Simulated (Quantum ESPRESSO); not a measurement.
# arsenene, 3 layers, AB stacking, stepped through the field along the normal, part 3 of 4

Aim: how the results for arsenene, 3 layers, AB stacking change with the field along the normal.

Quantum ESPRESSO 7.5; plane-wave DFT, PBE, GBRV ultrasoft pseudopotentials.

So far. Step 2 (Relaxing cell and ions of the reference):  The last row is no step: it is a fresh SCF in the final cell with a new plane-wave basis, -0 meV from the row before. Step 3 (Self-consistent run, 0 V/Å): By band count these two levels touch or overlap: there is no gap, and they are no band edges.

**5. Band structure, 0 V/Å**

Bands along a path place the edges.

File m0.bands.in:

```
&control
  prefix = 'm0.bands'
  outdir = './out'
  pseudo_dir = './pseudo'
  calculation = 'bands'
  tefield = .true.
  dipfield = .true.
/
&system
  ibrav = 0
  nat = 6
  ntyp = 1
  ecutwfc = 40
  ecutrho = 200
  occupations = 'smearing'
  smearing = 'fd'
  degauss = 0.002
  edir = 3
  emaxpos = 0.97
  eopreg = 0.04
  eamp = 0.0
  nbnd = 21
/
&electrons
  conv_thr = 1e-07
  mixing_beta = 0.4
  electron_maxstep = 120
  mixing_mode = 'local-TF'
/
ATOMIC_SPECIES
  As  74.9216  as_pbe_v1.uspp.F.UPF
CELL_PARAMETERS angstrom
  3.64469314300000 0.00000000000000 0.00000000000000
  -1.82234657200000 3.15639685100000 0.00000000000000
  0.00000000000000 0.00000000000000 27.60000000000000
ATOMIC_POSITIONS crystal
  As  0.666666666700 0.333333333300 0.328156870500
  As  0.333333333300 0.666666666700 0.377449046300
  As  0.000000000000 0.000000000000 0.458838469600
  As  0.666666666700 0.333333333300 0.508150705300
  As  0.666666666700 0.333333333300 0.638619098600
  As  0.333333333300 0.666666666700 0.688785809800
K_POINTS crystal_b
4
  0.0000000000 0.0000000000 0.0000000000 10
  0.5000000000 0.0000000000 0.0000000000 10
  0.3333333333 0.3333333333 0.0000000000 10
  0.0000000000 0.0000000000 0.0000000000 1
```

The run is started by

```console
cp -r out/m0.scf.save out/m0.bands.save
cp out/m0.scf.xml out/m0.bands.xml
OMP_NUM_THREADS=1 mpirun -n 4 pw.x -nk 4 -in m0.bands.in > m0.bands.out
```

The program printed:

```text
[banner, memory and clock lines left out]
Program PWSCF v.7.5 starts

          URL

     Presently no symmetry can be used with electric field

     Atomic positions and unit cell read from directory:
     ./out/m0.bands.save/

     G-vector sticks info

     bravais-lattice index     =            0
     lattice parameter (alat)  =       6.8875  a.u.
     unit-cell volume          =    2142.6846 (a.u.)^3
     number of atoms/cell      =            6
     number of atomic types    =            1
     number of electrons       =        30.00
     number of Kohn-Sham states=           21
     kinetic-energy cutoff     =      40.0000  Ry
     charge density cutoff     =     200.0000  Ry
     Exchange-correlation= SLA  PW   PBE  PBE
                           (   1   4   3   4   0   0   0)

     celldm(1)=   6.887472  celldm(2)=   0.000000  celldm(3)=   0.000000
     celldm(4)=   0.000000  celldm(5)=   0.000000  celldm(6)=   0.000000

     crystal axes: (cart. coord. in units of alat)
               a(1) = (   1.000000   0.000000   0.000000 )
               a(2) = (  -0.500000   0.866025   0.000000 )
               a(3) = (   0.000000   0.000000   7.572654 )

     reciprocal axes: (cart. coord. in units 2 pi/alat)
               b(1) = (  1.000000  0.577350 -0.000000 )
               b(2) = (  0.000000  1.154701  0.000000 )
               b(3) = (  0.000000 -0.000000  0.132054 )

     PseudoPot. # 1 for As read from file:
     ./pseudo/as_pbe_v1.uspp.F.UPF
     Pseudo is Ultrasoft + core correction, Zval =  5.0
     Generated by new atomic code, or converted to UPF format
     Using radial grid of  875 points,  6 beta functions with:
                l(1) =   0
                l(2) =   0
                l(3) =   1
                l(4) =   1
                l(5) =   2
                l(6) =   2
     Q(r) pseudized with  8 coefficients,  rinner =    1.300   1.300   1.300
                                                       1.300   1.300

     atomic species   valence    mass     pseudopotential
     As                5.00    74.92160     As( 1.00)

     No symmetry found

   Cartesian axes

     site n.     atom                  positions (alat units)
         1        As     tau(   1) = (   0.5000000   0.2886751   2.4850184  )
         2        As     tau(   2) = (  -0.0000000   0.5773503   2.8582910  )
         3        As     tau(   3) = (   0.0000000   0.0000000   3.4746250  )
         4        As     tau(   4) = (   0.5000000   0.2886751   3.8480495  )
         5        As     tau(   5) = (   0.5000000   0.2886751   4.8360415  )
         6        As     tau(   6) = (  -0.0000000   0.5773503   5.2159366  )

     number of k points=    31  Fermi-Dirac smearing, width (Ry)=  0.0020
                       cart. coord. in units 2pi/alat
        k(    1) = (   0.0000000   0.0000000   0.0000000), wk =   0.0645161
        k(    2) = (   0.0500000   0.0288675   0.0000000), wk =   0.0645161
        k(    3) = (   0.1000000   0.0577350   0.0000000), wk =   0.0645161
        k(    4) = (   0.1500000   0.0866025   0.0000000), wk =   0.0645161
        k(    5) = (   0.2000000   0.1154701   0.0000000), wk =   0.0645161
        k(    6) = (   0.2500000   0.1443376   0.0000000), wk =   0.0645161
        k(    7) = (   0.3000000   0.1732051   0.0000000), wk =   0.0645161
        k(    8) = (   0.3500000   0.2020726   0.0000000), wk =   0.0645161
        k(    9) = (   0.4000000   0.2309401   0.0000000), wk =   0.0645161
        k(   10) = (   0.4500000   0.2598076   0.0000000), wk =   0.0645161
        k(   11) = (   0.5000000   0.2886751   0.0000000), wk =   0.0645161
        k(   12) = (   0.4833333   0.3175426   0.0000000), wk =   0.0645161
        k(   13) = (   0.4666667   0.3464102   0.0000000), wk =   0.0645161
        k(   14) = (   0.4500000   0.3752777   0.0000000), wk =   0.0645161
        k(   15) = (   0.4333333   0.4041452   0.0000000), wk =   0.0645161
        k(   16) = (   0.4166667   0.4330127   0.0000000), wk =   0.0645161
        k(   17) = (   0.4000000   0.4618802   0.0000000), wk =   0.0645161
        k(   18) = (   0.3833333   0.4907477   0.0000000), wk =   0.0645161
        k(   19) = (   0.3666667   0.5196152   0.0000000), wk =   0.0645161
        k(   20) = (   0.3500000   0.5484828   0.0000000), wk =   0.0645161
        k(   21) = (   0.3333333   0.5773503   0.0000000), wk =   0.0645161
        k(   22) = (   0.3000000   0.5196152   0.0000000), wk =   0.0645161
        k(   23) = (   0.2666667   0.4618802   0.0000000), wk =   0.0645161
        k(   24) = (   0.2333333   0.4041452   0.0000000), wk =   0.0645161
        k(   25) = (   0.2000000   0.3464102   0.0000000), wk =   0.0645161
        k(   26) = (   0.1666667   0.2886751   0.0000000), wk =   0.0645161
        k(   27) = (   0.1333333   0.2309401   0.0000000), wk =   0.0645161
        k(   28) = (   0.1000000   0.1732051   0.0000000), wk =   0.0645161
        k(   29) = (   0.0666667   0.1154701   0.0000000), wk =   0.0645161
        k(   30) = (   0.0333333   0.0577350   0.0000000), wk =   0.0645161
        k(   31) = (   0.0000000   0.0000000   0.0000000), wk =   0.0645161

     Dense  grid:   102487 G-vectors     FFT dimensions: (  32,  32, 240)

     Smooth grid:    73073 G-vectors     FFT dimensions: (  27,  27, 216)

     The potential is recalculated from file :
     ./out/m0.bands.save/charge-density

     negative rho (up, down):  3.036E-04 0.000E+00

     Adding external electric field

     Computed dipole along edir(3) :
        Dipole               -0.0106 Ry au,         -0.0270 Debye
        Dipole field         -0.0001 Ry au,

        Potential amp.        0.0062 Ry
        Total length         50.0702 bohr

     Starting wfcs are   24 randomized atomic wfcs

     Band Structure Calculation
     Davidson diagonalization with overlap

     ethr =  3.33E-10,  avg # of iterations = 53.3

     End of band structure calculation

          k = 0.0000 0.0000 0.0000 (  9015 PWs)   bands (ev):

   -14.3875 -13.8115 -13.7006  -8.8405  -7.6337  -6.6032  -1.9000  -0.8974
    -0.8974  -0.8274  -0.7193  -0.7193  -0.5704  -0.5704   0.4597   1.0032
     1.5559   2.2215   2.2215   2.8337   2.9233

          k = 0.0500 0.0289 0.0000 (  9042 PWs)   bands (ev):

   -14.3545 -13.7794 -13.6688  -8.8250  -7.6309  -6.6218  -1.9123  -1.3528
    -1.1283  -1.0167  -0.9535  -0.7498  -0.6476  -0.6444   0.6763   1.3571
     1.8151   2.0342   2.2981   2.8470   3.0018

          k = 0.1000 0.0577 0.0000 (  9056 PWs)   bands (ev):

   -14.2558 -13.6834 -13.5737  -8.7823  -7.6281  -6.6871  -2.2174  -1.9832
    -1.7007  -1.5473  -1.2804  -0.8871  -0.8373  -0.5963   0.7414   1.5395
     2.0593   2.4682   2.4908   2.8290   2.9394

          k = 0.1500 0.0866 0.0000 (  9096 PWs)   bands (ev):

   -14.0922 -13.5246 -13.4167  -8.7248  -7.6440  -6.8267  -3.0185  -2.5852
    -2.3553  -1.6213  -1.5973  -1.1258  -1.0839  -0.5817   0.3270   1.6266
     1.8905   2.5361   2.7140   3.1553   3.4412

          k = 0.2000 0.1155 0.0000 (  9112 PWs)   bands (ev):

   -13.8653 -13.3051 -13.2002  -8.6783  -7.7122  -7.0750  -3.7971  -3.2029
    -2.8587  -1.9187  -1.5865  -1.4070  -1.3456  -0.6751  -0.1168   1.4155
     1.6370   2.4844   2.8870   3.4598   3.6781

          k = 0.2500 0.1443 0.0000 (  9142 PWs)   bands (ev):

   -13.5777 -13.0285 -12.9287  -8.6893  -7.8766  -7.4442  -4.4553  -3.6899
    -3.1560  -2.2168  -1.6799  -1.6477  -1.6023  -0.9484  -0.3699   1.1067
     1.3766   2.5625   2.9744   3.2705   3.8320

          k = 0.3000 0.1732 0.0000 (  9144 PWs)   bands (ev):

   -13.2339 -12.7015 -12.6101  -8.8252  -8.1681  -7.8988  -4.9225  -3.9778
    -3.2702  -2.4749  -1.9643  -1.9214  -1.8328  -1.1761  -0.5524   0.8395
     1.2506   2.5982   2.9246   2.9886   3.5954

          k = 0.3500 0.2021 0.0000 (  9174 PWs)   bands (ev):

   -12.8422 -12.3366 -12.2603  -9.1330  -8.5689  -8.3782  -5.1491  -4.0673
    -3.2709  -2.6831  -2.4154  -2.1187  -2.0228  -1.3936  -0.7397   0.6929
     1.2675   2.4741   2.6438   2.9616   3.2841

          k = 0.4000 0.2309 0.0000 (  9194 PWs)   bands (ev):

   -12.4195 -11.9643 -11.9115  -9.5572  -9.0132  -8.8405  -5.1528  -4.0154
    -3.3114  -2.8354  -2.7570  -2.2639  -2.1636  -1.6577  -0.9434   0.7148
     1.3410   2.1695   2.5221   2.9226   3.0109

          k = 0.4500 0.2598 0.0000 (  9184 PWs)   bands (ev):

   -12.0067 -11.6926 -11.6090  -9.9447  -9.4004  -9.2245  -5.0302  -3.9127
    -3.5413  -2.9281  -2.8170  -2.3526  -2.2500  -1.8767  -1.1294   0.8516
     1.3724   1.9243   2.4408   2.8234   2.8919

          k = 0.5000 0.2887 0.0000 (  9162 PWs)   bands (ev):

   -11.7253 -11.6889 -11.4668 -10.1059  -9.5685  -9.3897  -4.9481  -3.8649
    -3.6769  -2.9592  -2.8036  -2.3825  -2.2791  -1.9590  -1.2091   0.9537
     1.3380   1.8427   2.4124   2.7546   2.8804

          k = 0.4833 0.3175 0.0000 (  9170 PWs)   bands (ev):

   -11.7141 -11.6779 -11.4558 -10.1059  -9.5730  -9.3985  -4.9531  -3.8716
    -3.6671  -3.0107  -2.8749  -2.4415  -2.2986  -1.9398  -1.1834   1.0584
     1.3998   1.8481   2.3709   2.7419   2.9818

          k = 0.4667 0.3464 0.0000 (  9170 PWs)   bands (ev):

   -11.6805 -11.6450 -11.4225 -10.1066  -9.5872  -9.4257  -4.9697  -3.8959
    -3.6383  -3.1397  -3.0809  -2.5890  -2.3186  -1.9053  -1.1330   1.3398
     1.4967   1.9098   2.3477   2.7125   3.2016

          k = 0.4500 0.3753 0.0000 (  9185 PWs)   bands (ev):

   -11.6246 -11.5903 -11.3673 -10.1096  -9.6132  -9.4733  -5.0016  -3.9499
    -3.5983  -3.3749  -3.2939  -2.7553  -2.3169  -1.8750  -1.1118   1.4675
     1.7231   2.1100   2.4414   2.6603   3.4818

          k = 0.4333 0.4041 0.0000 (  9173 PWs)   bands (ev):

   -11.5466 -11.5140 -11.2902 -10.1176  -9.6546  -9.5446  -5.0519  -4.0473
    -3.7529  -3.4960  -3.4321  -2.8782  -2.3008  -1.8518  -1.1635   1.3872
     2.0831   2.3022   2.5462   2.7795   3.6207

          k = 0.4167 0.4330 0.0000 (  9157 PWs)   bands (ev):

   -11.4469 -11.4166 -11.1915 -10.1346  -9.7177  -9.6413  -5.1171  -4.1923
    -4.0886  -3.5328  -3.4078  -2.9288  -2.2804  -1.8364  -1.3040   1.3406
     2.1427   2.4300   2.7081   3.1323   3.5086

          k = 0.4000 0.4619 0.0000 (  9163 PWs)   bands (ev):

   -11.3261 -11.2984 -11.0718 -10.1651  -9.8161  -9.7572  -5.1853  -4.4234
    -4.3477  -3.5663  -3.2997  -2.9135  -2.2666  -1.8326  -1.5186   1.3471
     1.9948   2.5413   2.7594   3.3892   3.6565

          k = 0.3833 0.4907 0.0000 (  9183 PWs)   bands (ev):

   -11.1851 -11.1604 -10.9316 -10.2141  -9.9676  -9.8799  -5.2400  -4.7035
    -4.5118  -3.5466  -3.1711  -2.8506  -2.2727  -1.8846  -1.7345   1.3963
     1.8352   2.5440   2.6481   3.6192   3.9452

          k = 0.3667 0.5196 0.0000 (  9177 PWs)   bands (ev):

   -11.0258 -11.0041 -10.7723 -10.2852 -10.1616 -10.0204  -5.2666  -4.9342
    -4.6402  -3.4891  -3.0250  -2.7560  -2.3175  -2.1225  -1.7836   1.4584
     1.7296   2.2859   2.7436   3.8036   4.1241

          k = 0.3500 0.5485 0.0000 (  9149 PWs)   bands (ev):

   -10.8539 -10.8347 -10.6001 -10.3908 -10.3648 -10.1860  -5.2564  -5.1036
    -4.7212  -3.4164  -2.8643  -2.6461  -2.4653  -2.3294  -1.7882   1.4781
     1.7361   2.0626   2.8160   3.9278   4.2069

          k = 0.3333 0.5774 0.0000 (  9129 PWs)   bands (ev):

   -10.7161 -10.7090 -10.5933 -10.4628 -10.3835 -10.3540  -5.2108  -5.2025
    -4.7486  -3.3736  -2.6958  -2.6928  -2.5541  -2.4090  -1.7893   1.4706
     1.7928   1.9457   2.8457   3.9759   4.2248

          k = 0.3000 0.5196 0.0000 (  9157 PWs)   bands (ev):

   -11.2159 -10.9375 -10.8426 -10.2055 -10.1074  -9.9363  -5.2121  -5.0029
    -4.6427  -3.6344  -2.8884  -2.6287  -2.4120  -2.1710  -1.7486   1.5216
     1.7550   2.1947   2.6961   3.8136   4.1829

          k = 0.2667 0.4619 0.0000 (  9165 PWs)   bands (ev):

   -11.7905 -11.3790 -11.3272  -9.7509  -9.5858  -9.4380  -4.9769  -4.7524
    -4.3473  -3.9857  -3.2271  -2.4650  -2.3181  -1.7741  -1.5012   1.6916
     1.9706   2.2916   2.5400   3.4273   4.1791

          k = 0.2333 0.4041 0.0000 (  9185 PWs)   bands (ev):

   -12.3482 -11.8714 -11.8063  -9.3069  -9.0141  -8.9078  -4.7375  -4.5494
    -3.9024  -3.8765  -3.5297  -2.6918  -1.9616  -1.3490  -1.1068   1.8584
     2.0718   2.3322   2.7603   2.9976   4.1391

          k = 0.2000 0.3464 0.0000 (  9179 PWs)   bands (ev):

   -12.8617 -12.3474 -12.2644  -8.9428  -8.4716  -8.3490  -4.7767  -3.9782
    -3.7394  -3.3618  -3.3467  -2.9147  -1.6630  -0.9752  -0.6650   1.6170
     2.4700   2.5997   2.7108   2.8790   3.8741

          k = 0.1667 0.2887 0.0000 (  9151 PWs)   bands (ev):

   -13.3138 -12.7754 -12.6805  -8.7253  -8.0543  -7.7763  -4.5637  -3.6897
    -3.3221  -3.0028  -2.7910  -2.7231  -1.5001  -0.7023  -0.2316   1.5556
     2.3640   2.6667   2.9234   3.0556   3.4508

          k = 0.1333 0.2309 0.0000 (  9127 PWs)   bands (ev):

   -13.6937 -13.1395 -13.0372  -8.6626  -7.7890  -7.2789  -4.0492  -3.3751
    -2.9626  -2.5297  -2.2147  -2.0779  -1.4728  -0.5602   0.1552   1.6854
     2.2933   2.5472   2.7559   3.0672   3.4407

          k = 0.1000 0.1732 0.0000 (  9089 PWs)   bands (ev):

   -13.9946 -13.4300 -13.3232  -8.6979  -7.6647  -6.9236  -3.2928  -2.8226
    -2.5740  -1.8136  -1.7623  -1.4784  -1.4510  -0.5335   0.4913   1.8804
     2.2751   2.4441   2.4945   2.7747   3.4681

          k = 0.0667 0.1155 0.0000 (  9061 PWs)   bands (ev):

   -14.2121 -13.6409 -13.5317  -8.7651  -7.6296  -6.7204  -2.4052  -2.1649
    -1.9058  -1.6413  -1.2023  -1.1882  -0.9850  -0.5687   0.7690   1.8696
     1.9540   2.3813   2.5504   2.6386   3.3105

          k = 0.0333 0.0577 0.0000 (  9039 PWs)   bands (ev):

   -14.3435 -13.7687 -13.6582  -8.8200  -7.6301  -6.6283  -1.9212  -1.4309
    -1.2898  -1.0496  -0.9505  -0.8288  -0.6752  -0.6269   0.7207   1.4536
     1.8668   1.9882   2.3471   2.8139   3.0373

          k = 0.0000 0.0000 0.0000 (  9015 PWs)   bands (ev):

   -14.3875 -13.8115 -13.7006  -8.8405  -7.6337  -6.6032  -1.9000  -0.8974
    -0.8974  -0.8274  -0.7193  -0.7193  -0.5704  -0.5704   0.4597   1.0032
     1.5559   2.2215   2.2215   2.8337   2.9233

     XML data file, pseudopotentials, collected wavefunctions

                                        0.00s GPU  (     508 calls)
```

Elapsed: 40 s, on 4 MPI ranks of Arm Neoverse V1, shared host; peak memory 0.41 GiB; 2.6 min of CPU time.

Numbers from this step:

- valence top, on the run's zero: 0.7690 eV
- conduction bottom, on the run's zero: 0.6929 eV

Band numbers count within the set of bands kept for display. The electronic bands at the labelled points (eV, zero at the Fermi level; # counts the bands kept):

```csv
point,#7,#8,#9,#10,#11,#12,#13,#14
Γ,-1.45,-1.30,-1.30,-0.27,0.27,0.82,1.49,1.49
halfway,-2.38,-2.34,-1.68,-1.10,0.37,0.64,1.83,2.24
M,-3.12,-3.01,-2.69,-1.94,0.22,0.60,1.11,1.68
halfway,-3.66,-3.01,-2.57,-2.04,0.61,1.41,1.70,1.97
K,-3.43,-3.29,-3.14,-2.52,0.74,1.06,1.21,2.11
halfway,-3.46,-2.23,-1.44,-0.96,0.82,1.63,1.93,2.19
Γ,-1.45,-1.30,-1.30,-0.27,0.27,0.82,1.49,1.49
```

By band count these two levels touch or overlap: there is no gap, and they are no band edges.

**6. Ground state, 0.05 V/Å**

File m1.scf.in:

```
&control
  prefix = 'm1.scf'
  outdir = './out'
  pseudo_dir = './pseudo'
  calculation = 'scf'
  tprnfor = .true.
  tefield = .true.
  dipfield = .true.
/
&system
  ibrav = 0
  nat = 6
  ntyp = 1
  ecutwfc = 40
  ecutrho = 200
  occupations = 'smearing'
  smearing = 'fd'
  degauss = 0.002
  edir = 3
  emaxpos = 0.97
  eopreg = 0.04
  eamp = 0.00097235
  nbnd = 21
/
&electrons
  conv_thr = 1e-09
  mixing_beta = 0.4
  electron_maxstep = 120
  mixing_mode = 'plain'
  startingpot = 'file'
/
ATOMIC_SPECIES
  As  74.9216  as_pbe_v1.uspp.F.UPF
CELL_PARAMETERS angstrom
  3.64469314300000 0.00000000000000 0.00000000000000
  -1.82234657200000 3.15639685100000 0.00000000000000
  0.00000000000000 0.00000000000000 27.60000000000000
ATOMIC_POSITIONS crystal
  As  0.666666666700 0.333333333300 0.328156870500
  As  0.333333333300 0.666666666700 0.377449046300
  As  0.000000000000 0.000000000000 0.458838469600
  As  0.666666666700 0.333333333300 0.508150705300
  As  0.666666666700 0.333333333300 0.638619098600
  As  0.333333333300 0.666666666700 0.688785809800
K_POINTS automatic
  12 12 1 0 0 0
```

The run is started by

```console
cp -r out/m0.scf.save out/m1.scf.save
OMP_NUM_THREADS=1 mpirun -n 4 pw.x -nk 4 -in m1.scf.in > m1.scf.out
```

The program printed:

```text
[banner, memory and clock lines left out]
Program PWSCF v.7.5 starts
[...]
number of electrons       =        30.00
     number of Kohn-Sham states=           21
     kinetic-energy cutoff     =      40.0000  Ry
     charge density cutoff     =     200.0000  Ry
[...]
number of k points=    74  Fermi-Dirac smearing, width (Ry)=  0.0020
[...]
Dense  grid:   102487 G-vectors     FFT dimensions: (  32,  32, 240)
[...]
The initial density is read from file :
[...]
negative rho (up, down):  3.036E-04 0.000E+00
[...]
Starting wfcs are   24 randomized atomic wfcs
[...]
negative rho (up, down):  3.030E-04 0.000E+00
[...]
estimated scf accuracy    <       0.01664073 Ry
[...]
negative rho (up, down):  3.024E-04 0.000E+00
[...]
estimated scf accuracy    <       1.38923629 Ry
[...]
negative rho (up, down):  3.029E-04 0.000E+00
[...]
estimated scf accuracy    <       0.00269041 Ry
[...]
negative rho (up, down):  3.030E-04 0.000E+00
[...]
estimated scf accuracy    <       0.00113557 Ry
[...]
negative rho (up, down):  3.031E-04 0.000E+00
[...]
estimated scf accuracy    <       0.00065133 Ry
[...]
negative rho (up, down):  3.032E-04 0.000E+00
[...]
estimated scf accuracy    <       0.00056574 Ry
[...]
negative rho (up, down):  3.032E-04 0.000E+00
[...]
estimated scf accuracy    <       0.00018141 Ry
[...]
negative rho (up, down):  3.034E-04 0.000E+00
[...]
estimated scf accuracy    <       0.00008690 Ry
[...]
negative rho (up, down):  3.035E-04 0.000E+00
[...]
estimated scf accuracy    <       0.00000566 Ry
[...]
negative rho (up, down):  3.035E-04 0.000E+00
[...]
estimated scf accuracy    <       0.00000080 Ry
[...]
negative rho (up, down):  3.035E-04 0.000E+00
[...]
estimated scf accuracy    <       0.00000021 Ry
[...]
negative rho (up, down):  3.035E-04 0.000E+00
[...]
estimated scf accuracy    <       0.00000004 Ry
[...]
negative rho (up, down):  3.035E-04 0.000E+00
[...]
estimated scf accuracy    <          5.2E-09 Ry
[...]
negative rho (up, down):  3.035E-04 0.000E+00
[...]
estimated scf accuracy    <          1.4E-09 Ry
[...]
negative rho (up, down):  3.034E-04 0.000E+00
[...]
Computed dipole along edir(3) :
        Dipole                0.0617 Ry au,          0.1568 Debye
        Dipole field          0.0004 Ry au,
        E field amplitude [Ha a.u.]:  9.7235E-04
        Potential amp.        0.0611 Ry
        Total length         50.0702 bohr
[...]
the Fermi energy is     0.7396 ev
!    total energy              =    -241.61954514 Ry
     estimated scf accuracy    <          5.1E-10 Ry
     smearing contrib. (-TS)   =      -0.00030734 Ry
     internal energy E=F+TS    =    -241.61923780 Ry
[...]
one-electron contribution =    -704.31800096 Ry
     hartree contribution      =     360.31214086 Ry
     xc contribution           =    -189.12589671 Ry
     ewald contribution        =     291.51261668 Ry
     electric field correction =      -0.00009766 Ry
     convergence has been achieved in  15 iterations
     negative rho (up, down):  3.034E-04 0.000E+00
[...]
Total force =     0.006697     Total SCF correction =     0.000058
[...]
```

Run time: 2.5 min. Hardware: 4 MPI ranks; peak memory 0.73 GiB.

This step gave:

```
free energy                          : -3287.4014 eV
energy at zero smearing              : -3287.3993 eV
Fermi energy                         : 0.7396 eV
dipole along the normal              : 0.03264 e·Å
valence top, on the run's zero       : 0.7923 eV
conduction bottom, on the run's zero : 0.7310 eV
```

By band count these two levels touch or overlap: there is no gap, and they are no band edges.

(Continued in part 4 of 4.)

[Logs are printed without paths, hosts, clocks, repeated set-up lines and the standing remarks that a program may print on its own settings, such as how far it seeks lower states.]

[Hosts, paths, dates, database ids (printed as entryN), source tags and the programs' standing remarks are cut or masked in the printed files.]

[Maps of the electrostatic potential energy from Ansatz leave out the sawtooth potential of an applied field or a dipole correction, so their vacuum need not be flat; planar profiles and work functions include it.]
